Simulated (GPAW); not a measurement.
# Surface energy and work function of Pt(111) from slabs of 3 to 10 layers (RPBE)

How do energy and work function of Pt(111) films settle with thickness, and what surface energy follows?

**Method.** GPAW 26.7.0, plane waves at 450 eV with PAW setups; symmetric 1×1 slabs cut at the tabulated lattice constant (two decimals; low-temperature values for the alkali metals), atoms at bulk places, 7.5 Å of vacuum on each side, one in-plane mesh for all thicknesses, Fermi-Dirac smearing of 0.1 eV. Energies are extrapolated to zero smearing and count from the program's reference atoms. Functional RPBE. The cell's area is 6.654 Å².

Results, with one row withheld:

```tsv
layers	energy (eV)	work function (eV)
3	−16.2586	5.55
4	−22.0596	5.47
5	−27.7768	5.47
6	−33.5347	5.50
7	−39.2836	5.48
8	−45.0262	5.48
9	−50.7793	5.48
10	?	?
```

Q: What surface energy do these runs give, and what energy and work function should the 10-layer slab have?

Worked answer. A slab of n layers has E(n) = nε + 2Aγ once its middle is bulk-like. A line through n = 6 to 9 has the slope ε = −5.7476 eV a layer and the intercept 2Aγ = 0.9513 eV (r.m.s. residual 2.2 meV). So γ = 0.9513 / (2 × 6.654 Å²) = 0.0715 eV/Å² = 1.15 J/m², with a standard error of about 0.01 J/m² from the scatter about the line. For 10 layers: 0.9513 + 10 × (−5.7476) = −56.525 eV; the run gives −56.523 eV, 1.8 meV over the line. The work function has no such law: from 6 to 9 layers it moves between 5.48 and 5.50 eV (mean 5.49), and the 10-layer slab gives 5.47 eV. The thinnest slab, 3 layers, lies +0.06 eV from that mean. The measured value for this face is 5.91 eV (“Anisotropic work function of elemental crystals” (2019, arxiv:1902.07811)); the unrelaxed 10-layer slab lies 0.44 eV under it.

Caveats: The surfaces are unrelaxed, so γ is an upper bound for this functional and lattice constant. The tabulated lattice constant isn't the functional's own, which strains the slab a little. Spin-orbit coupling is left out.

[Logs are printed without paths, hosts, clocks, repeated set-up lines and the standing remarks that a program may print on its own settings, such as how far it seeks lower states.]
